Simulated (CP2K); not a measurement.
Two runs for the O K edge of water tetramer. Run A: CP2K XAS_TDP, all-electron GAPW, PBEh(45%), aug-cc-pVDZ, TDA, no relativity. Run B differs in one setting.

First lines with a strength over 0.0015. A:

```
                                       atom  energy (eV)  states  strength, one atom
O1 (bonded to 2 H, gives 1 H bond, takes 1)       529.95       1              0.0137
                                                  531.46       1              0.0077
                                                  531.82       1              0.0059
                                                  532.25       1              0.0034
                                                  532.91       1              0.0033
O2 (bonded to 2 H, gives 1 H bond, takes 1)       530.05       1              0.0139
                                                  531.62       1              0.0082
                                                  531.99       1              0.0066
                                                  532.42       1              0.0036
                                                  533.06       1              0.0031
O3 (bonded to 2 H, gives 1 H bond, takes 1)       530.04       1              0.0140
                                                  531.60       1              0.0081
                                                  531.95       1              0.0061
                                                  532.39       1              0.0036
                                                  533.03       1              0.0033
O4 (bonded to 2 H, gives 1 H bond, takes 1)       530.00       1              0.0140
                                                  531.54       1              0.0077
                                                  531.91       1              0.0057
                                                  532.32       1              0.0034
                                                  532.99       1              0.0034
```

B:

| atom | energy (eV) | states | strength, one atom |
| --- | --- | --- | --- |
| O1 (bonded to 2 H, gives 1 H bond, takes 1) | 535.68 | 1 | 0.0135 |
|  | 537.19 | 1 | 0.0076 |
|  | 537.54 | 1 | 0.0058 |
|  | 537.98 | 1 | 0.0033 |
|  | 538.63 | 1 | 0.0032 |
| O2 (bonded to 2 H, gives 1 H bond, takes 1) | 535.81 | 1 | 0.0137 |
|  | 537.38 | 1 | 0.0081 |
|  | 537.75 | 1 | 0.0065 |
|  | 538.18 | 1 | 0.0036 |
|  | 538.82 | 1 | 0.0030 |
| O3 (bonded to 2 H, gives 1 H bond, takes 1) | 535.79 | 1 | 0.0138 |
|  | 537.35 | 1 | 0.0080 |
|  | 537.71 | 1 | 0.0060 |
|  | 538.15 | 1 | 0.0036 |
|  | 538.79 | 1 | 0.0032 |
| O4 (bonded to 2 H, gives 1 H bond, takes 1) | 535.74 | 1 | 0.0138 |
|  | 537.27 | 1 | 0.0076 |
|  | 537.64 | 1 | 0.0057 |
|  | 538.06 | 1 | 0.0034 |
|  | 538.73 | 1 | 0.0034 |

**Question.** Which was it: the functional, scalar relativity switched on, the basis, GW2X switched on?

GW2X switched on. GW2X shifts an atom's lines together and keeps their spacings. Against PBEh(45%) in aug-cc-pVDZ, the leading lines move by +5.73 eV (O1, to 535.68), +5.76 eV (O2, to 535.81), +5.75 eV (O3, to 535.79) and +5.74 eV (O4, to 535.74).

[Banner, clock and machine lines of the logs are left out without a mark of their own.]

[Logs are printed without paths, hosts, clocks, repeated set-up lines and the standing remarks that a program may print on its own settings, such as how far it seeks lower states.]

[Hosts, paths, dates, database ids (printed as entryN), source tags and the programs' standing remarks are cut or masked in the printed files.]
